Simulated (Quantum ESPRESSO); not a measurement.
# Calculated records

```xyz
12
Lattice="6.619 0.000 0.000 0.000 3.858 0.000 0.000 0.000 7.305" Properties=species:S:1:pos:R:3 pbc="T T T" subject="Magnetic state of MnCuAs from several starts" method="LDA; plane waves with GBRV 1.5 LDA potentials, no spin-orbit coupling, projections on orthogonalised atomic orbitals (and 2 further levels or steps)" program="Quantum ESPRESSO 7.5" settings_of_one_run="GBRV 1.5 LDA, cutoff 544.23 eV, 4×8×4 k-mesh, 100 bands, fermi-dirac occupations, smearing width 0.1 eV, collinear spin, SCF threshold 2.40e-8, starting moments 3.5 -3.5 -3.5 3.5 0 0 0 0 0 0 0 0 μB" cost="5 runs, 24 min in all on 4 MPI ranks of Intel Xeon Platinum 8375C at 2.90GHz (Ice Lake), shared host (the runs of this entry)" notes="This is the lowest of 3 collinear or spinless starts, no proof of the ground state." lowest_state_found="antiferromagnetic (from antiferro +--+)" largest_site_moment="3.62 μB" next_state_with_moments="antiferromagnetic, 53.6 meV a seeded atom higher" j_of_the_weightiest_shell="-28.7 meV"
Mn    6.344    2.894    1.361
Mn    0.275    0.965    5.944
Mn    3.034    2.894    2.291
Mn    3.585    0.965    5.014
Cu    5.826    2.894    4.108
Cu    0.793    0.965    3.197
Cu    2.516    2.894    6.849
Cu    4.103    0.965    0.456
As    1.692    2.894    4.533
As    4.927    0.965    2.772
As    5.002    2.894    6.424
As    1.617    0.965    0.881
```

[Logs and program files are shortened in this print: banners, set-up blocks, solver, clock and traceback lines can be left out without a mark of their own.]

[Logs are printed without paths, hosts, clocks, repeated set-up lines and the standing remarks that a program may print on its own settings, such as how far it seeks lower states.]

[Hosts, paths, dates, database ids (printed as entryN), source tags and the programs' standing remarks are cut or masked in the printed files.]

[Where a cell is said to come from a database of computed structures, the database is the Materials Project.]
